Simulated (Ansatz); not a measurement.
**K on Al(100): change of the work function**

How does K on the hollow site change the work function of Al(100) as the layer fills?

Main program and level: Ansatz 0.2.0; plane-wave DFT, PBE, Ansatz PAW.

## Step 1: The system as given

The cell holds 4 atoms: 4 Al. Its edges and angles: a = 2.864 Å, b = 2.864 Å, c = 24.075 Å, α = 90.0°, β = 90.0°, γ = 90.0°. Vacuum lies along c.

## Step 2: The clean slab

The bare slab comes first, as the zero from which every change is counted. The two lowest layers are held at bulk places and the upper ones relax. The dipole correction removes the false field that a one-sided slab makes across the periodic vacuum, so each face gets a flat vacuum level of its own.

The input, input.yaml:

```yaml
crystal:
  lattice:
    - [2.8637824638, 0.0, 0.0]
    - [0.0, 2.8637824638, 0.0]
    - [0.0, 0.0, 24.075]
  atoms:
    - { symbol: Al, position: [0.5, 0.5, 0.3738317757] }
    - { symbol: Al, position: [0.0, 0.0, 0.4579439252] }
    - { symbol: Al, position: [0.5, 0.5, 0.5420560748] }
    - { symbol: Al, position: [0.0, 0.0, 0.6261682243] }
kpoints:
  mp_grid: { grid: [12, 12, 1] }
hamiltonian:
  xc: pbe
scf:
  occupations: { method: fermi_dirac, width: 0.1 }
  convergence: { dr2_threshold: 1.0e-08 }
efield:
  axis: 3
  dipole_correction: true
  ramp_position: 0.97
  ramp_width: 0.06
relax:
  f_tol: 0.02
  max_steps: 60
  constraints: [{ sites: [0, 1] }]
output:
  write_potential: true
  write_density: true
  volumetric_format: npy
```

Launch:

```sh
ansatz run input.yaml --threads 2 --pin off --max-ram 4096MiB --backend cpu --events-out ev --progress --plain --runs-dir out
```

What it wrote:

```text
Engine: ansatz 0.2.0, aarch64-unknown-linux-gnu
Pseudopotentials: kind: paw
Pseudopotential: Al, paw, valence charge 3, recommended cutoff 420 eV (normal), Al.paw.azcp
Functional definition: PBE
  parameter kappa = 0.804
  parameter beta = 0.066725
  exchange = pbe_x(kappa = kappa, mu = beta*pi^2/3)
  correlation = pbe_c(beta = beta)
Crystal: 4 atoms, lattice volume = 197.445 Å³
Basis set: ecut = 420 eV, 3877 PW (Γ), exchange–correlation on 40×40×324 points (8 copies of the dense FFT grid, shifted against one another)
Bands: 10, of which v1, the nominal top of the filled ones, is band 6 counted from 1 (5 counted from 0)
Symmetry: 8 space group operations
k-points: 28 of 144
Non-local potential: Al, projectors of the file, l = 0: 2, l = 1: 2, l = 2: 1
PAW form: soft (Blöchl's): semilocal exchange-correlation on the pseudo side does not see the compensation charge
PAW one-centre angular grid: Al, 110 points (default); XC on 64 Gauss nodes
Initial density: superposition of atomic densities (neutral atoms: chi_scale 0, normalization atom), corrected by the library's trained network
Initial wavefunctions: pseudopotential atomic-orbital guess
Functional: x = pbe(κ = 0.804, μ = 0.219515), c = pbe(β = 0.066725)
SCF iter   1: F=—  HF=-2149.073312 eV  |F-HF|=—  |Δ(HF+E_count)|=         —  Δρ=1.35e-3  dr2=4.43e-2  ethr=1.77e-3  p=0.000 e·Å  D=4.85e-14 V/Å  ΔV_dip=-0.00 eV  dr2_dipole=8.88e-8  V_vac-E_F(+/−)=4.19/4.19 eV  ⟨swp⟩=7.7  Hψ=2497  notcnv=0
efield: sawtooth ramp at fractional position 0.9700 (set: `efield.ramp_position`, or a place that a band, a saddle search or an elastic batch's reference lends), width 0.0600; the density the first Hamiltonian is built on has a dipole p = 0.000 e·Å; the dipole correction subtracts the counter field D = 4.85e-14 V/Å, which shifts the + side's vacuum level by -0.00 eV against the − side's; the planar-averaged density in the ramp window peaks in size at 7.4e-6 e/Å³
preconditioner: auto → LDOS  [metal: Δε(μ)=0.111 eV  Ē_g=6.245 eV  σ=0.100 eV  W_gap=0.27  n_scr=12 (ndim 8)  ℏωp=9.2 eV  f_vac=0.539  D(μ)=1.77/eV (n_scr^D=8)  β→1.0]
SCF iter   2: F=—  HF=-2149.069339 eV  |F-HF|=—  |Δ(HF+E_count)|=   3.97e-3  Δρ=3.72e-4  dr2=2.51e-4  ethr=3.69e-4  p=-0.000 e·Å  D=-1.60e-6 V/Å  ΔV_dip=0.00 eV  dr2_dipole=1.12e-7  V_vac-E_F(+/−)=4.30/4.30 eV  ⟨swp⟩=1.2  Hψ=520  notcnv=0
SCF iter   3: F=—  HF=-2149.069584 eV  |F-HF|=—  |Δ(HF+E_count)|=   2.45e-4  Δρ=6.51e-5  dr2=6.56e-5  ethr=2.09e-6  p=0.000 e·Å  D=1.17e-6 V/Å  ΔV_dip=-0.00 eV  dr2_dipole=1.44e-9  V_vac-E_F(+/−)=4.30/4.30 eV  ⟨swp⟩=2.6  Hψ=554  notcnv=0
SCF iter   4: F=—  HF=-2149.069765 eV  |F-HF|=—  |Δ(HF+E_count)|=   1.81e-4  Δρ=1.90e-5  dr2=7.49e-6  ethr=5.47e-7  p=0.000 e·Å  D=1.08e-6 V/Å  ΔV_dip=-0.00 eV  dr2_dipole=3.03e-11  V_vac-E_F(+/−)=4.30/4.30 eV  ⟨swp⟩=1.5  Hψ=319  notcnv=0
SCF iter   5: F=—  HF=-2149.069768 eV  |F-HF|=—  |Δ(HF+E_count)|=   2.21e-6  Δρ=2.85e-6  dr2=1.76e-8  ethr=6.24e-8  p=0.000 e·Å  D=1.02e-7 V/Å  ΔV_dip=-0.00 eV  dr2_dipole=2.53e-10  V_vac-E_F(+/−)=4.30/4.30 eV  ⟨swp⟩=2.1  Hψ=349  notcnv=0
SCF iter   6: F=-2149.069768 eV  HF=-2149.069768 eV  |F-HF|=2.17e-9  |Δ(HF+E_count)|=   1.32e-7  Δρ=9.95e-7  dr2=8.50e-9  ethr=8.33e-11  p=0.000 e·Å  D=2.78e-7 V/Å  ΔV_dip=-0.00 eV  dr2_dipole=9.34e-11  V_vac-E_F(+/−)=4.30/4.30 eV  ⟨swp⟩=10.3  Hψ=2053  notcnv=0
SCF 1 converged in 6 iterations: F = -2149.069768 eV  dr2 = 8.50e-9
  greatest PAW one-centre occupation: 0.476 electrons in one spin orbital (limit 2), on the Al atom at site 0 (counted from 0), in its partial waves of l = 0
relax step   1: F+E_penalty+E_count = -2149.06976777 eV  Δ(F+E_penalty+E_count) = +0.000e0 eV  max|allowed force component| = 8.598e-2 eV/Å  Δτ_max = 0.0000 Å  (6 SCF iters, accepted)
Initial density: handed on by an earlier stage of this run
Initial wavefunctions: those handed on with the density
iter 1 solved again at ethr=3.58e-5 eV; its pass at ethr=3.10e-3 eV (dr2=4.30e-3 eV) is discarded
SCF iter   1: F=—  HF=-2149.070734 eV  |F-HF|=—  |Δ(HF+E_count)|=         —  Δρ=3.87e-4  dr2=4.25e-3  ethr=3.58e-5  p=0.000 e·Å  D=2.79e-7 V/Å  ΔV_dip=-0.00 eV  dr2_dipole=8.48e-4  V_vac-E_F(+/−)=4.30/4.30 eV  ⟨swp⟩=1.1  Hψ=1337  notcnv=0
efield: sawtooth ramp at fractional position 0.9700 (set: `efield.ramp_position`, or a place that a band, a saddle search or an elastic batch's reference lends), width 0.0600; the density the first Hamiltonian is built on has a dipole p = 0.000 e·Å; the dipole correction subtracts the counter field D = 2.79e-7 V/Å, which shifts the + side's vacuum level by -0.00 eV against the − side's; the planar-averaged density in the ramp window peaks in size at 1.1e-7 e/Å³
preconditioner: auto → LDOS  [metal: Δε(μ)=0.091 eV  Ē_g=6.216 eV  σ=0.100 eV  W_gap=0.22  n_scr=12 (ndim 8)  ℏωp=9.2 eV  f_vac=0.537  D(μ)=1.89/eV (n_scr^D=10)  β→1.0]
SCF iter   2: F=—  HF=-2149.070368 eV  |F-HF|=—  |Δ(HF+E_count)|=   3.66e-4  Δρ=2.37e-4  dr2=6.53e-4  ethr=3.54e-5  p=0.000 e·Å  D=5.37e-5 V/Å  ΔV_dip=-0.00 eV  dr2_dipole=5.89e-5  V_vac-E_F(+/−)=4.30/4.30 eV  ⟨swp⟩=2.3  Hψ=395  notcnv=0
SCF iter   3: F=—  HF=-2149.070334 eV  |F-HF|=—  |Δ(HF+E_count)|=   3.37e-5  Δρ=4.24e-5  dr2=3.63e-5  ethr=5.44e-6  p=0.000 e·Å  D=3.76e-4 V/Å  ΔV_dip=-0.01 eV  dr2_dipole=5.08e-6  V_vac-E_F(+/−)=4.29/4.30 eV  ⟨swp⟩=2.6  Hψ=441  notcnv=0
SCF iter   4: F=—  HF=-2149.070508 eV  |F-HF|=—  |Δ(HF+E_count)|=   1.74e-4  Δρ=8.66e-6  dr2=3.60e-7  ethr=3.03e-7  p=0.000 e·Å  D=3.71e-4 V/Å  ΔV_dip=-0.01 eV  dr2_dipole=7.84e-10  V_vac-E_F(+/−)=4.29/4.30 eV  ⟨swp⟩=1.8  Hψ=407  notcnv=0
SCF iter   5: F=—  HF=-2149.070509 eV  |F-HF|=—  |Δ(HF+E_count)|=   2.68e-7  Δρ=2.82e-6  dr2=1.69e-8  ethr=3.00e-9  p=0.000 e·Å  D=3.75e-4 V/Å  ΔV_dip=-0.01 eV  dr2_dipole=8.23e-10  V_vac-E_F(+/−)=4.29/4.30 eV  ⟨swp⟩=2.5  Hψ=523  notcnv=0
SCF iter   6: F=-2149.070509 eV  HF=-2149.070509 eV  |F-HF|=3.51e-9  |Δ(HF+E_count)|=   4.54e-8  Δρ=6.32e-7  dr2=1.37e-9  ethr=8.33e-11  p=0.000 e·Å  D=3.78e-4 V/Å  ΔV_dip=-0.01 eV  dr2_dipole=1.04e-10  V_vac-E_F(+/−)=4.29/4.30 eV  ⟨swp⟩=9.2  Hψ=1838  notcnv=0
SCF 2 converged in 6 iterations: F = -2149.070509 eV  dr2 = 1.37e-9
  greatest PAW one-centre occupation: 0.477 electrons in one spin orbital (limit 2), on the Al atom at site 3 (counted from 0), in its partial waves of l = 0
relax step   2: F+E_penalty+E_count = -2149.07050878 eV  Δ(F+E_penalty+E_count) = -7.410e-4 eV  max|allowed force component| = 1.989e-2 eV/Å  Δτ_max = 0.0157 Å  (6 SCF iters, accepted)
NSCF: frozen V_eff on 28 k-points
the search or the solves at the SCF's close seem to have found levels that the self-consistency loop had missed (the run counts 1). By its estimate they hold under 1e-12 electrons; where the run keeps them, the occupations were computed again with them
WARN: The output density's exchange-correlation potential varies sharply where the density is thin. Do not read a vacuum level from v_tot or v_xc, or from such a field of the output density. On a cell that repeats whose density bears no net charge and no dipole along the vacuum's axis use v_es (v_loc + v_h of the components); under efield.dipole_correction with no amplitude use v_es + v_field, which holds any externa [...]
SCF converged after 6 iterations
Free energy (F): -2149.070509 eV
Harris-Foulkes:  -2149.070509 eV  (|F-HF|=3.51e-9)
Internal energy: -2149.011085 eV  (E = F + TS)
E sigma→0 (E₀):  -2149.040797 eV
Entropy (-TS):   -0.059424 eV (-14.856 meV/atom)
Fermi energy:    -0.147918 eV
Dipole field:    D = 0.000364 V/Å  (p = 0.000397 e·Å, saw-weighted, corrected)
Work function:   Φ+ = 4.2929 eV   Φ− = 4.3016 eV
Levels:          The Fermi level and band energies are counted from a zero that moves with the ramp; work functions are not
--- Per-component energies (eV) ---
  E_band       = -50.329324
  E_kinetic    = 85.713780
  E_local      = -2761.718043  (includes V_loc(G=0)·N_el)
  E_nonlocal   = 41.955323
  E_hartree    = 1354.964325
  E_xc         = -155.889557
  E_vxc        = -111.721352  (∫ρ·V_xc dr)
  E_paw        = -1869.136310  (= ΣΔE_a)
  E_vpaw       = -14.488216  (= ΣTr[D̂ρ^β])
  E_aug_tail   = -0.000009  (compensation charges beyond the density's cutoff)
  E_efield     = 0.000000  (sawtooth field / dipole correction)
  E_vefield    = 0.000005  (∫n·V_field dr)
  E_ewald      = 1155.099405
  E_smearing   = -0.059424  (= −TS)
  E_closure    = -0.000000  (closes the sum)
  Σ components = -2149.070509   (vs F -2149.070509, Δ=0.00e0)
--- Forces (eV/Å), atoms counted from 1 ---
  atom   1  Al     0.00000000     0.00000000    -0.04353659
  atom   2  Al     0.00000000     0.00000000     0.03675531
  atom   3  Al    -0.00000000     0.00000000     0.01989361
  atom   4  Al     0.00000000     0.00000000    -0.01311337
  max |Σ_I F_I| component: 1.04e-6 eV/Å
--- Band table (eV; the first three rows and the last of 28) ---
  k-point 0: bands = ["-10.7344", "-9.3519", "-7.2434", "-4.4197", "-2.1006", "1.3274", "3.2832", "4.1394", "4.3751", "5.5434"]
  k-point 1: bands = ["-10.6095", "-9.2280", "-7.1208", "-4.2979", "-1.9846", "1.4396", "3.4047", "3.5200", "4.2685", "4.4924"]
  k-point 2: bands = ["-10.2356", "-8.8569", "-6.7537", "-3.9335", "-1.6377", "1.1533", "1.8770", "2.5034", "3.7893", "4.4870"]
  k-point 27: bands = ["-2.5943", "-2.5943", "-1.3140", "-1.3140", "-1.2842", "-1.2630", "0.1501", "0.1695", "0.6486", "0.6486"]
--- Relaxed structure (2 steps of the walk, 2 accepted, 0 SCFs on fresh bases) ---
  F+E_penalty+E_count = -2149.07050878 eV   max|allowed force component| = 1.989e-2 eV/Å
  atoms:
    - { symbol: Al, position: [0.5, 0.5, 0.373832] }
    - { symbol: Al, position: [0.0, 0.0, 0.457944] }
    - { symbol: Al, position: [0.5, 0.5, 0.541405] }
    - { symbol: Al, position: [0, 0.0, 0.626621] }
```

Run time: 7.4 s. Hardware: 2 threads of Arm Neoverse V1, shared host; peak memory 0.36 GiB.

The column dr2 measures how far the density is from self-consistency, as an energy; F and HF (Harris–Foulkes) agree once it is small.

Relaxation path:

| step | energy less that of the first step (eV) | largest force component (eV/Å) |
| --- | --- | --- |
| 1 | 0.0000 | 0.0860 |
| 2 | -0.0007 | 0.0199 |

The run keeps the 8 symmetry operations that the program found, so distortions that break them were not tested.

The atoms that moved most (Å):

| atom | dx | dy | dz | length |
| --- | --- | --- | --- | --- |
| Al3 | 0.000 | 0.000 | -0.016 | 0.016 |
| Al4 | 0.000 | 0.000 | 0.011 | 0.011 |

Final coordinates:

```xyz
4
Lattice="2.8638 0.0000 0.0000 0.0000 2.8638 0.0000 0.0000 0.0000 24.0750" Properties=species:S:1:pos:R:3
Al    1.4319    1.4319    9.0000
Al    0.0000    0.0000   11.0250
Al    1.4319    1.4319   13.0343
Al    0.0000    0.0000   15.0859
```

This step gave:

| Property | Result |
| --- | --- |
| energy at zero smearing | -2149.0408 eV |
| work function, upper face | 4.293 eV |
| dipole along the normal | 3.97e-4 e·Å |

Running mean over 2.025 Å of the planar mean; the ramp of the sawtooth is left out. The electron's electrostatic potential energy less the Fermi level by z:

| z (Å) | electron's electrostatic potential energy less the Fermi level (eV) |
| --- | --- |
| 3.0 | 4.30 |
| 3.5 | 4.30 |
| 4.0 | 4.30 |
| 4.5 | 4.30 |
| 5.0 | 4.30 |
| 5.5 | 4.28 |
| 6.0 | 4.23 |
| 6.5 | 4.06 |
| 7.0 | 3.50 |
| 7.5 | 1.87 |
| 8.0 | -0.524 |
| 8.5 | -2.83 |
| 9.0 | -4.18 |
| 9.5 | -4.50 |
| 10.0 | -4.56 |
| 10.5 | -4.57 |
| 11.0 | -4.58 |
| 11.5 | -4.61 |
| 12.0 | -4.62 |
| 12.5 | -4.61 |
| 13.0 | -4.56 |
| 13.5 | -4.49 |
| 14.0 | -4.45 |
| 14.5 | -4.42 |
| 15.0 | -4.25 |
| 15.5 | -3.15 |
| 16.0 | -0.942 |
| 16.5 | 1.48 |
| 17.0 | 3.30 |
| 17.5 | 4.00 |
| 18.0 | 4.21 |
| 18.5 | 4.27 |
| 19.0 | 4.29 |
| 19.5 | 4.29 |
| 20.0 | 4.29 |
| 20.5 | 4.29 |
| 21.0 | 4.29 |

The relaxation took 2 steps and lowered the energy by 7.4e-4 eV; the largest force on the free atoms ends at 0.020 eV/Å.

The work function of the upper face is 4.29 eV.

(Continued in part 2 of 4.)

[Long decimals in the printed logs are rounded to 6 places.]

[Logs are printed without paths, hosts, clocks, repeated set-up lines and the standing remarks that a program may print on its own settings, such as how far it seeks lower states.]

[Hosts, paths, dates, database ids (printed as entryN), source tags and the programs' standing remarks are cut or masked in the printed files.]

[Maps of the electrostatic potential energy from Ansatz leave out the sawtooth potential of an applied field or a dipole correction, so their vacuum need not be flat; planar profiles and work functions include it.]
